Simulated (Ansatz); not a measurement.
# Sr on W(100): change of the work function, part 4 of 5

Wanted: Δφ(θ) for Sr/W(100), starting from the hollow site.

Ansatz 0.2.0; plane-wave DFT, PBE, Ansatz PAW.

So far, work function, upper face (eV): step 2 (the clean slab) 4.14; step 3 (adsorbate added, coverage 0.25 ML) 2.08; step 4 (adsorbate added, coverage 0.5 ML) 2.25; step 6 (the slab at 0.25 ML, atoms frozen) 2.08; step 7 (the substrate of the 0.25 ML cell alone) 4.24.

## 8. The adsorbate layer of the 0.25 ML cell alone

System of this step: Sr/W(100), adsorbate layer alone, atoms held. The cell holds 1 atom: 1 Sr. Cell: a = 6.320 Å, b = 6.320 Å, c = 27.236 Å, α = 90.0°, β = 90.0°, γ = 90.0°. Vacuum lies along c.

The third part; a free layer of atoms may carry a moment, so spin is on.

Contents of input.yaml:

```yaml
crystal:
  lattice:
    - [6.32, 0.0, 0.0]
    - [0.0, 6.32, 0.0]
    - [0.0, 0.0, 27.2356149597]
  atoms:
    - { symbol: Sr, position: [0.25, 0.25, 0.6458574645], spin: 1.0 }
magnetization:
  spin_polarized: true
kpoints:
  mp_grid: { grid: [5, 5, 1] }
hamiltonian:
  xc: pbe
scf:
  occupations: { method: fermi_dirac, width: 0.1 }
  convergence: { dr2_threshold: 1.0e-08 }
efield:
  axis: 3
  dipole_correction: true
  ramp_position: 0.97
  ramp_width: 0.06
output:
  write_potential: true
  write_density: true
  volumetric_format: npy
```

The run is started by

```bash
ansatz run input.yaml --threads 4 --pin off --max-ram 12288MiB --backend cpu --events-out ev --progress --plain --runs-dir out
```

Numbers of over 12 decimals in the logs are rounded to 6 here.

Output:

```text
[...]
Crystal: 1 atoms, lattice volume = 1087.856 Å³
Basis set: ecut = 420 eV, 21295 PW (Γ)
Bands: 10, of which v1, the nominal top of the filled ones, is band 5 counted from 1 (4 counted from 0)
Symmetry: 8 space group operations
k-points: 6 of 25
[...]
Starting moments: Σ|m| = 1 μB on 1 of 1 site
[...]
SCF iter   1: F=—  HF=-3542.554492 eV  |F-HF|=—  |Δ(HF+E_count)|=         —  Δρ=5.25e-3 (↑5.25e-3 ↓5.03e-3)  dr2=8.51e-3  dr2_m=2.63e-1  M=0.004 μB ∫|m|=0.033 μB  β_m=0.30  ethr=7.91e-5  p=-0.000 e·Å  D=-3.69e-9 V/Å  ΔV_dip=0.00 eV  dr2_dipole=4.05e-13  V_vac-E_F(+/−)=2.61/2.61 eV  ⟨swp⟩=2.5  Hψ=1719  notcnv=0
[...]
spin=Collinear: Resta preconditioning applied to the charge; magnetization (m = ρ↑ − ρ↓) channel mixes plain (no charge-response kernel on spin).
SCF iter   2: F=—  HF=-3542.635642 eV  |F-HF|=—  |Δ(HF+E_count)|=   8.11e-2  Δρ=3.69e-3 (↑3.69e-3 ↓3.58e-3)  dr2=4.43e-3  dr2_m=1.32e-1  M=0.003 μB ∫|m|=0.025 μB  β_m=0.30  ethr=7.91e-5  p=0.000 e·Å  D=8.97e-8 V/Å  ΔV_dip=-0.00 eV  dr2_dipole=5.51e-14  V_vac-E_F(+/−)=2.63/2.63 eV  ⟨swp⟩=2.1  Hψ=155  notcnv=0  κ⁻¹=1.0e0(r=1)
[...]
SCF iter   6: F=—  HF=-3542.711601 eV  |F-HF|=—  |Δ(HF+E_count)|=   4.91e-3  Δρ=9.12e-4 (↑9.12e-4 ↓9.12e-4)  dr2=1.13e-7  dr2_m=8.29e-3  M=0.001 μB ∫|m|=0.008 μB  β_m=0.30  ethr=3.70e-8  p=0.000 e·Å  D=1.35e-7 V/Å  ΔV_dip=-0.00 eV  dr2_dipole=1.19e-14  V_vac-E_F(+/−)=2.66/2.66 eV  ⟨swp⟩=4.1  Hψ=291  notcnv=0
[...]
spin-set hold released at iteration 6 (site moments contracting): the magnetisation degrees of freedom join the quasi-Newton model from the next iteration; the mixer history was flushed
SCF iter   7: F=—  HF=-3542.714046 eV  |F-HF|=—  |Δ(HF+E_count)|=   2.44e-3  Δρ=6.45e-4 (↑6.45e-4 ↓6.45e-4)  dr2=6.78e-8  dr2_m=4.15e-3  M=0.000 μB ∫|m|=0.006 μB  β_m=0.30  ethr=1.13e-9  p=0.000 e·Å  D=1.48e-7 V/Å  ΔV_dip=-0.00 eV  dr2_dipole=3.04e-15  V_vac-E_F(+/−)=2.66/2.66 eV  ⟨swp⟩=4.6  Hψ=340  notcnv=0  κ⁻¹=1.0e0(r=1)
density mixer auto → broyden: gapped, with many states about μ (density of states about μ 0.55 of a free-electron gas's, 38 screened modes)
SCF iter   8: F=—  HF=-3542.716468 eV  |F-HF|=—  |Δ(HF+E_count)|=   2.42e-3  Δρ=9.98e-6 (↑9.89e-6 ↓9.98e-6)  dr2=6.46e-9  dr2_m=9.85e-7  M=-0.000 μB ∫|m|=0.001 μB  β_m=0.32  ethr=1.00e-10  p=0.000 e·Å  D=1.72e-7 V/Å  ΔV_dip=-0.00 eV  dr2_dipole=1.78e-15  V_vac-E_F(+/−)=2.66/2.66 eV  ⟨swp⟩=10.2  Hψ=1116  notcnv=0  κ⁻¹=4.5e-6(r=2)
[...]
SCF iter  13: F=-3542.716471 eV  HF=-3542.716471 eV  |F-HF|=1.27e-10  |Δ(HF+E_count)|=  5.46e-11  Δρ=3.15e-8 (↑3.15e-8 ↓2.81e-8)  dr2=1.26e-11  dr2_m=6.52e-12  M=0.000 μB ∫|m|=0.000 μB  ethr=1.00e-12  p=0.000 e·Å  D=1.62e-7 V/Å  ΔV_dip=-0.00 eV  dr2_dipole=1.86e-15  V_vac-E_F(+/−)=2.66/2.66 eV  ⟨swp⟩=2.8  Hψ=224  notcnv=0
SCF 1 converged in 13 iterations: F = -3542.716471 eV  dr2 = 1.26e-11
[...]
WARN: the starting moments were not kept: the SCF closed with an absolute magnetisation of 5.3e-6 μB, where they sum to 1 μB in size (1 site). That is at most 0.1 of that sum. Measured as dr2_m measures the in/out step, that magnetisation stands 8.7e-13 eV from none, at or under the dr2_threshold of 1.0e-8 eV: it is no larger than a step whose dr2_m would equal this threshold. The system may hold no moment; this SCF  [...]
[...]
this state was not tested for a lower state beside it, because the mixer in use, unlike msr1, does not test its closes by its own steps (another_mixer; see scf.mixing.algorithm and scf.lower_state_search)
SCF converged after 13 iterations
Magnetization: 0.0000 μB (5.0000 up, 5.0000 down)
Absolute magnetization: 0.0000 μB (∫|ρ↑−ρ↓|, with the PAW one-centre terms)
[...]
Per-site moments (μB) at R_I (Å): [(-1.1713991562231384e-6, 2.607)]
Free energy (F): -3542.716471 eV
[...]
Internal energy: -3542.713347 eV  (E = F + TS)
E sigma→0 (E₀):  -3542.714909 eV
Entropy (-TS):   -0.003124 eV (-3.124 meV/atom)
Fermi energy:    -2.176270 eV
Dipole field:    D = 0.000000 V/Å  (p = 0.000001 e·Å, saw-weighted, corrected)
Work function:   Φ+ = 2.6606 eV   Φ− = 2.6606 eV
[...]
--- Band table (eV; the first three rows and the last of 12) ---
[...]
```

The job ended after 8.3 s (4 threads of Arm Neoverse V2, shared host; peak memory 1.1 GiB).

This step gave:

* energy at zero smearing: -3542.7149 eV
* dipole along the normal: 1.13e-6 e·Å

At this spacing and smearing the free layer keeps no moment.

## 9. Where the charge went at 0.25 ML

This step: plane-wave DFT, PBE, Ansatz PAW; density difference on adsorption (Ansatz 0.2.0).

The densities of the parts are taken from that of the whole and averaged over planes; the first moment of what is left gives the step in the potential.

This step gave:

```yaml
largest_charge_moved: 0.006735 e/Å²
potential_step_from_the_moved_charge: -2.165 eV
```

Planar mean, whole system less its parts. Table of electron density difference by z:

```csv
z (Å),electron density difference (e/Å³)
4,-1.5e-7
5,-1.1e-6
6,-5.2e-6
7,-6.1e-6
8,4.2e-5
9,-4.5e-5
10,1.1e-4
11,-1.8e-4
12,2.3e-5
13,1.3e-4
14,-0.00102
15,-0.00239
16,0.00342
17,0.00588
18,6.1e-4
19,-0.00469
20,-0.00192
21,-3.4e-4
22,-4.3e-5
23,-3.9e-6
24,-1.2e-7
```

Planar mean, whole system less its parts. Table of electrons moved below z by z:

```csv
z (Å),electrons moved below z (e/Å²)
5,-6.2e-7
6,-3.6e-6
7,-1.1e-5
8,8.6e-6
9,3.3e-5
10,-3.1e-5
11,-6.4e-5
12,-1.1e-4
13,4.6e-7
14,-6.8e-5
15,-0.00179
16,-0.00339
17,0.00512
18,0.00665
19,0.00429
20,9.7e-4
21,1.4e-4
22,1.5e-5
23,9.4e-7
24,-7.7e-8
```

## 10. A changed input

This step: plane-wave DFT, PBE, Ansatz PAW (Ansatz 0.2.0).

System of this step: SrW10 (Sr/W(100)). The cell holds 22 atoms: 20 W and 2 Sr. Its edges and angles: a = 6.320 Å, b = 6.320 Å, c = 27.236 Å, α = 90.0°, β = 90.0°, γ = 90.0°. Vacuum lies along c.

A run with a changed input: it repeats the earlier run at 0.5 ML with scf.eigensolver.kind to davidson, scf.occupations.method from fermi_dirac to cold and scf.occupations.width from 0.1 to 0.005.

Contents of input.yaml:

```yaml
crystal:
  lattice:
    - [6.32, 0.0, 0.0]
    - [0.0, 6.32, 0.0]
    - [0.0, 0.0, 27.2356149597]
  atoms:
    - { symbol: W, position: [0.0, 0.0, 0.3304496709] }
    - { symbol: W, position: [0.25, 0.25, 0.3884619464] }
    - { symbol: W, position: [0.0, 0.0, 0.4463618486] }
    - { symbol: W, position: [0.25, 0.25, 0.506697188] }
    - { symbol: W, position: [0.0, 0.0, 0.5590433228] }
    - { symbol: W, position: [0.0, 0.5, 0.3304496709] }
    - { symbol: W, position: [0.25, 0.75, 0.3884619464] }
    - { symbol: W, position: [0.0, 0.5, 0.4463618486] }
    - { symbol: W, position: [0.25, 0.75, 0.506697188] }
    - { symbol: W, position: [0.0, 0.5, 0.5590433228] }
    - { symbol: W, position: [0.5, 0.0, 0.3304496709] }
    - { symbol: W, position: [0.75, 0.25, 0.3884619464] }
    - { symbol: W, position: [0.5, 0.0, 0.4463618486] }
    - { symbol: W, position: [0.75, 0.25, 0.506697188] }
    - { symbol: W, position: [0.5, 0.0, 0.5590433228] }
    - { symbol: W, position: [0.5, 0.5, 0.3304496709] }
    - { symbol: W, position: [0.75, 0.75, 0.3884619464] }
    - { symbol: W, position: [0.5, 0.5, 0.4463618486] }
    - { symbol: W, position: [0.75, 0.75, 0.506697188] }
    - { symbol: W, position: [0.5, 0.5, 0.5590433228] }
    - { symbol: Sr, position: [0.25, 0.25, 0.6695503291] }
    - { symbol: Sr, position: [0.75, 0.75, 0.6695503291] }
kpoints:
  mp_grid: { grid: [5, 5, 1] }
hamiltonian:
  xc: pbe
scf:
  occupations: { method: cold, width: 0.005 }
  convergence: { dr2_threshold: 1.0e-08 }
  eigensolver: { kind: davidson }
efield:
  axis: 3
  dipole_correction: true
  ramp_position: 0.97
  ramp_width: 0.06
relax:
  f_tol: 0.02
  max_steps: 60
  constraints: [{ sites: [0, 1, 5, 6, 10, 11, 15, 16] }]
output:
  bader: true
  dos: { projected: true, e_range: [-8, 4] }
  write_potential: true
  write_density: true
  volumetric_format: npy
```

Output:

```text
[...]
Crystal: 22 atoms, lattice volume = 1087.856 Å³
Basis set: ecut = 420 eV, 21295 PW (Γ), exchange–correlation on 90×90×384 points (8 copies of the dense FFT grid, shifted against one another)
Bands: 180, of which v1, the nominal top of the filled ones, is band 150 counted from 1 (149 counted from 0)
Symmetry: 16 space group operations
[...]
k-points: 6 of 25
[...]
SCF iter   1: F=—  HF=-214766.133628 eV  |F-HF|=—  |Δ(HF+E_count)|=         —  Δρ=7.95e-3  dr2=1.95e1  ethr=1.77e-3  p=0.573 e·Å  D=9.53e-2 V/Å  ΔV_dip=-2.59 eV  dr2_dipole=1.57e1  V_vac-E_F(+/−)=1.85/4.44 eV  ⟨swp⟩=12.8  Hψ=5496  notcnv=0  reapply=3
[...]
SCF iter  19: F=-214765.661065 eV  HF=-214765.661065 eV  |F-HF|=8.88e-9  |Δ(HF+E_count)|=   8.91e-9  S|Δr|=    0.00e0  Δρ=3.40e-7  dr2=8.42e-9  ethr=6.29e-12 (applied; sched 4.91e-12)  p=0.324 e·Å  D=5.39e-2 V/Å  ΔV_dip=-1.47 eV  dr2_dipole=9.98e-10  V_vac-E_F(+/−)=2.82/4.29 eV  ⟨swp⟩=4.5  Hψ=2396  notcnv=0
SCF 1 converged in 19 iterations: F = -214765.661065 eV  dr2 = 8.42e-9
  Residual-converged pass: ⟨swp⟩=9.8  Hψ=5523  notcnv=0  max |occ|·‖R‖ = 9.7e-9 eV (tolerance 1.0e-8 eV)  dr2=9.12e-9  dr2_onsite=5.01e-11  max |Δocc| = 4.1e-9
[...]
relax step   1: F+E_penalty+E_count = -214765.66106483 eV  Δ(F+E_penalty+E_count) = +0.000e0 eV  max|allowed force component| = 8.059e-1 eV/Å  Δτ_max = 0.0000 Å  (19 SCF iters, accepted)
[...]
SCF iter   5: F=—  HF=-214765.975848 eV  |F-HF|=—  |Δ(HF+E_count)|=   2.02e-2  S|Δr|=    0.00e0  Δρ=4.17e-4  dr2=8.50e-3  ethr=2.46e-6  p=0.385 e·Å  D=6.40e-2 V/Å  ΔV_dip=-1.74 eV  dr2_dipole=3.01e-3  V_vac-E_F(+/−)=2.57/4.31 eV  ⟨swp⟩=7.7  Hψ=5094  notcnv=0  defer=4
eigensolver tolerance schedule: the retry pair's looser diagonalisation over-reported the residual by 0.29 of it (diagonalisation noise at 0.31 of the residual, at the tolerance the schedule requests for it); recorded, not acted on — ethr = c·dr2/N_el stays at c = 6.7e-2
SCF iter   6: F=—  HF=-214765.976848 eV  |F-HF|=—  |Δ(HF+E_count)|=   1.00e-3  S|Δr|=    0.00e0  Δρ=3.28e-4  dr2=1.00e-2  ethr=1.90e-6  p=0.359 e·Å  D=5.98e-2 V/Å  ΔV_dip=-1.63 eV  dr2_dipole=1.75e-3  V_vac-E_F(+/−)=2.51/4.14 eV  ⟨swp⟩=7.3  Hψ=2777  notcnv=0  defer=3
[...]
SCF iter  19: F=-214765.976104 eV  HF=-214765.976104 eV  |F-HF|=4.07e-10  |Δ(HF+E_count)|=  8.44e-10  S|Δr|=    0.00e0  Δρ=1.03e-7  dr2=7.53e-10  ethr=5.33e-12 (applied; sched 2.39e-12)  p=0.409 e·Å  D=6.80e-2 V/Å  ΔV_dip=-1.85 eV  dr2_dipole=1.43e-11  V_vac-E_F(+/−)=2.49/4.35 eV  ⟨swp⟩=3.8  Hψ=2053  notcnv=0
SCF 2 converged in 19 iterations: F = -214765.976104 eV  dr2 = 7.53e-10
[...]
relax step   2: F+E_penalty+E_count = -214765.97610391 eV  Δ(F+E_penalty+E_count) = -3.150e-1 eV  max|allowed force component| = 7.341e-1 eV/Å  Δτ_max = 0.1303 Å  (19 SCF iters, accepted)
SCF iter   1: F=—  HF=-214766.370936 eV  |F-HF|=—  |Δ(HF+E_count)|=         —  Δρ=5.36e-3  dr2=6.90e0  ethr=3.97e-3  p=0.409 e·Å  D=6.80e-2 V/Å  ΔV_dip=-1.85 eV  dr2_dipole=1.88e0  V_vac-E_F(+/−)=2.53/4.38 eV  ⟨swp⟩=5.8  Hψ=2563  notcnv=0  defer=1
[...]
SCF iter  17: F=-214766.238330 eV  HF=-214766.238330 eV  |F-HF|=6.05e-9  |Δ(HF+E_count)|=  9.02e-10  S|Δr|=    0.00e0  Δρ=2.67e-7  dr2=5.31e-9  ethr=6.45e-12  p=0.442 e·Å  D=7.36e-2 V/Å  ΔV_dip=-2.00 eV  dr2_dipole=1.01e-9  V_vac-E_F(+/−)=2.30/4.30 eV  ⟨swp⟩=2.8  Hψ=1984  notcnv=0
SCF 3 converged in 17 iterations: F = -214766.238330 eV  dr2 = 5.31e-9
[...]
relax step   3: F+E_penalty+E_count = -214766.23833021 eV  Δ(F+E_penalty+E_count) = -2.622e-1 eV  max|allowed force component| = 4.234e-1 eV/Å  Δτ_max = 0.1956 Å  (17 SCF iters, accepted)
[...]
relax step   4: F+E_penalty+E_count = -214766.32852955 eV  Δ(F+E_penalty+E_count) = -9.020e-2 eV  max|allowed force component| = 2.000e-1 eV/Å  Δτ_max = 0.1956 Å  (15 SCF iters, accepted)
[...]
relax step   5: F+E_penalty+E_count = -214766.33316255 eV  Δ(F+E_penalty+E_count) = -4.633e-3 eV  max|allowed force component| = 5.591e-2 eV/Å  Δτ_max = 0.0145 Å  (14 SCF iters, accepted)
[...]
relax step   6: F+E_penalty+E_count = -214766.33352137 eV  Δ(F+E_penalty+E_count) = -3.588e-4 eV  max|allowed force component| = 2.026e-2 eV/Å  Δτ_max = 0.0132 Å  (11 SCF iters, accepted)
SCF iter   1: F=—  HF=-214766.333586 eV  |F-HF|=—  |Δ(HF+E_count)|=         —  Δρ=1.15e-4  dr2=2.24e-3  ethr=8.64e-6  p=0.473 e·Å  D=7.87e-2 V/Å  ΔV_dip=-2.14 eV  dr2_dipole=5.70e-4  V_vac-E_F(+/−)=2.19/4.33 eV  ⟨swp⟩=4.0  Hψ=2333  notcnv=0
[...]
SCF iter  10: F=-214766.333598 eV  HF=-214766.333598 eV  |F-HF|=3.03e-9  |Δ(HF+E_count)|=   3.17e-9  S|Δr|=    0.00e0  Δρ=2.96e-7  dr2=4.09e-9  ethr=5.29e-12 (applied; sched 4.12e-12)  p=0.474 e·Å  D=7.88e-2 V/Å  ΔV_dip=-2.15 eV  dr2_dipole=5.00e-11  V_vac-E_F(+/−)=2.18/4.33 eV  ⟨swp⟩=3.3  Hψ=2057  notcnv=0
SCF 7 converged in 10 iterations: F = -214766.333598 eV  dr2 = 4.09e-9
[...]
relax step   7: F+E_penalty+E_count = -214766.33359838 eV  Δ(F+E_penalty+E_count) = -7.700e-5 eV  max|allowed force component| = 2.166e-3 eV/Å  Δτ_max = 0.0041 Å  (10 SCF iters, accepted)
[...]
SCF converged after 10 iterations
Stability not checked: this state was not tested for a lower state beside it, because cold or Methfessel-Paxton smearing, or corrected tetrahedra, fill the levels in a way that the test cannot read (fill_not_monotonic; see scf.lower_state_search)
Free energy (F): -214766.333598 eV
[...]
Internal energy: -214766.333496 eV  (E = F + TS)
E sigma→0 (E₀):  -214766.333564 eV
Entropy (-TS):   -0.000103 eV (-0.005 meV/atom)
Fermi energy:    5.116189 eV
Step filling:    the computed levels leave a gap of 0.0072 eV = 1.4 smearing widths at the electron count; against every level under it full and every level over it empty, smearing changes F+E_penalty+E_count by +0.082 meV and its σ→0 estimate by +0.117 meV
Dipole field:    D = 0.078820 V/Å  (p = 0.473858 e·Å, saw-weighted, corrected)
Work function:   Φ+ = 2.1849 eV   Φ− = 4.3316 eV
[...]
--- Forces (eV/Å), atoms counted from 1 ---
  atom   1  W     -0.00000000    -0.00000000     1.17225929
  atom   2  W     -0.00000000     0.00000000    -1.11398665
  atom   3  W     -0.00000000     0.00000000     0.00177890
  atom   4  W      0.00000000     0.00000000    -0.00216619
  atom   5  W      0.00000000    -0.00000000     0.00046143
  atom   6  W     -0.00000000    -0.00000000     1.17225929
  atom   7  W     -0.00000000     0.00000000    -1.23263078
  atom   8  W     -0.00000000    -0.00000000     0.00177890
  atom   9  W      0.00000000     0.00000000    -0.00001317
  atom  10  W      0.00000000     0.00000000     0.00046143
  atom  11  W     -0.00000000    -0.00000000     1.17225929
  atom  12  W      0.00000000    -0.00000000    -1.23263078
  atom  13  W     -0.00000000    -0.00000000     0.00177890
  atom  14  W      0.00000000     0.00000000    -0.00001317
  atom  15  W      0.00000000     0.00000000     0.00046143
  atom  16  W     -0.00000000    -0.00000000     1.17225929
  atom  17  W      0.00000000     0.00000000    -1.11398665
  atom  18  W     -0.00000000     0.00000000     0.00177890
  atom  19  W      0.00000000    -0.00000000    -0.00216619
  atom  20  W      0.00000000    -0.00000000     0.00046143
  atom  21  Sr     0.00000000     0.00000000    -0.00021678
  atom  22  Sr     0.00000000     0.00000000    -0.00021678
  max |Σ_I F_I| component: 2.87e-5 eV/Å
--- Band table (eV; the first three rows and the last of 6) ---
  k-point 0: bands = [... 146 lower, 5.1529, 5.1601, 5.1601, 5.2439, 5.2439, 5.3249, 5.3402, 5.4717, ... 26 higher]
  k-point 1: bands = [... 146 lower, 5.0787, 5.1125, 5.2985, 5.3183, 5.3509, 5.4303, 5.4499, 5.6668, ... 26 higher]
  k-point 2: bands = [... 146 lower, 4.8944, 4.9773, 4.9982, 5.1423, 5.1908, 5.3124, 5.5515, 5.5564, ... 26 higher]
  k-point 5: bands = [... 146 lower, 4.6811, 4.7565, 4.8580, 4.8742, 4.8787, 4.9084, 4.9620, 5.0582, ... 26 higher]
--- Relaxed structure (7 steps of the walk, 7 accepted, 0 SCFs on fresh bases) ---
  F+E_penalty+E_count = -214766.33359838 eV   max|allowed force component| = 2.166e-3 eV/Å
  atoms:
    - { symbol: W, position: [0.0, 0.0, 0.330450] }
    - { symbol: W, position: [0.250000, 0.250000, 0.388462] }
    - { symbol: W, position: [0, 0, 0.446740] }
    - { symbol: W, position: [0.250000, 0.250000, 0.506766] }
    - { symbol: W, position: [0, 0, 0.560593] }
    - { symbol: W, position: [0.0, 0.500000, 0.330450] }
    - { symbol: W, position: [0.250000, 0.750000, 0.388462] }
    - { symbol: W, position: [0, 0.500000, 0.446740] }
    - { symbol: W, position: [0.250000, 0.750000, 0.505917] }
    - { symbol: W, position: [0, 0.500000, 0.560593] }
    - { symbol: W, position: [0.500000, 0.0, 0.330450] }
    - { symbol: W, position: [0.750000, 0.250000, 0.388462] }
    - { symbol: W, position: [0.500000, 0, 0.446740] }
    - { symbol: W, position: [0.750000, 0.250000, 0.505917] }
    - { symbol: W, position: [0.500000, 0, 0.560593] }
    - { symbol: W, position: [0.500000, 0.500000, 0.330450] }
    - { symbol: W, position: [0.750000, 0.750000, 0.388462] }
    - { symbol: W, position: [0.500000, 0.500000, 0.446740] }
    - { symbol: W, position: [0.750000, 0.750000, 0.506766] }
    - { symbol: W, position: [0.500000, 0.500000, 0.560593] }
    - { symbol: Sr, position: [0.250000, 0.250000, 0.650206] }
    - { symbol: Sr, position: [0.750000, 0.750000, 0.650206] }
--- Bader charges: 22 sites ---
  site symbol  charge [e]  shift [e]
     0      W     -0.0798     0.0000
     1      W      0.0478     0.0000
     2      W      0.0665     0.0000
     3      W      0.0371     0.0000
     4      W     -0.4704     0.0000
     5      W     -0.0798     0.0000
     6      W      0.0544     0.0000
     7      W      0.0665     0.0000
     8      W      0.0156     0.0000
     9      W     -0.4704     0.0000
    10      W     -0.0798     0.0000
    11      W      0.0544     0.0000
    12      W      0.0665     0.0000
    13      W      0.0156     0.0000
    14      W     -0.4703     0.0000
    15      W     -0.0798     0.0000
    16      W      0.0478     0.0000
    17      W      0.0665     0.0000
    18      W      0.0371     0.0000
    19      W     -0.4703     0.0000
    20     Sr      0.8124     0.0000
    21     Sr      0.8124     0.0000
  estimated error of the sums over rays = 6.6e-4 e
```

The job ended after 9.4 min (4 threads; peak memory 4.1 GiB; 37 min of CPU time).

Relaxation path:

```csv
step,energy less that of the first step (eV),largest force component (eV/Å)
1,0.0000,0.8059
2,-0.3150,0.7341
3,-0.5773,0.4234
4,-0.6675,0.2000
5,-0.6721,0.0559
6,-0.6725,0.0203
7,-0.6725,0.0022
```

Forces are held to the 16 operations that the run works with; a distortion that breaks them can't arise in this run.

The atoms that moved most (Å):

```csv
atom,dx,dy,dz,length
Sr21,0.000,0.000,-0.527,0.527
Sr22,0.000,0.000,-0.527,0.527
W5,0.000,0.000,0.042,0.042
W10,0.000,0.000,0.042,0.042
W15,0.000,0.000,0.042,0.042
W20,0.000,0.000,0.042,0.042
W9,0.000,0.000,-0.021,0.021
W14,0.000,0.000,-0.021,0.021
```

The relaxed structure:

```xyz
22
Lattice="6.3200 0.0000 0.0000 0.0000 6.3200 0.0000 0.0000 0.0000 27.2356" Properties=species:S:1:pos:R:3
W     0.0000    0.0000    9.0000
W     1.5800    1.5800   10.5800
W     0.0000    0.0000   12.1672
W     1.5800    1.5800   13.8021
W     0.0000    0.0000   15.2681
W     0.0000    3.1600    9.0000
W     1.5800    4.7400   10.5800
W     0.0000    3.1600   12.1672
W     1.5800    4.7400   13.7790
W     0.0000    3.1600   15.2681
W     3.1600    0.0000    9.0000
W     4.7400    1.5800   10.5800
W     3.1600    0.0000   12.1672
W     4.7400    1.5800   13.7790
W     3.1600    0.0000   15.2681
W     3.1600    3.1600    9.0000
W     4.7400    4.7400   10.5800
W     3.1600    3.1600   12.1672
W     4.7400    4.7400   13.8021
W     3.1600    3.1600   15.2681
Sr    1.5800    1.5800   17.7088
Sr    4.7400    4.7400   17.7088
```

Numbers from this step:

* work function, upper face: 2.185 eV
* work function, lower face: 4.332 eV
* dipole along the normal: 0.4739 e·Å
* step between the vacuum levels: -2.147 eV

The density of states has structure finer than the step of the table below, so its rows give means over 0.5 eV, whole bins alone (the curve runs from -8 to 1.95 eV). Peaks (eV: height): -3.04: 44.0, -2.98: 54.2, -2.77: 48.4, -2.20: 55.6, -0.12: 53.3, 1.50: 47.9, 1.92: 58.2.

The density of states by energy, zero at the Fermi level; means over each step:

```csv
energy (eV),density of states (states/eV a cell)
-7.5,0.902
-7.0,2.63
-6.5,3.57
-6.0,6.56
-5.5,8.88
-5.0,16.0
-4.5,13.7
-4.0,25.0
-3.5,13.0
-3.0,26.3
-2.5,28.5
-2.0,28.9
-1.5,23.1
-1.0,14.8
-0.5,25.6
0.0,26.7
0.5,21.8
1.0,23.1
1.5,25.8
```

[end of part 4 of 5]

[Logs are printed without paths, hosts, clocks, repeated set-up lines and the standing remarks that a program may print on its own settings, such as how far it seeks lower states.]

[Hosts, paths, dates, database ids (printed as entryN), source tags and the programs' standing remarks are cut or masked in the printed files.]

[Maps of the electrostatic potential energy from Ansatz leave out the sawtooth potential of an applied field or a dipole correction, so their vacuum need not be flat; planar profiles and work functions include it.]

[The density of states shown here was stored with 400 of the rows of the run's finer table, so its peaks can read low, often by over a quarter, or be missed, and its means over a window can be off by a tenth or more.]
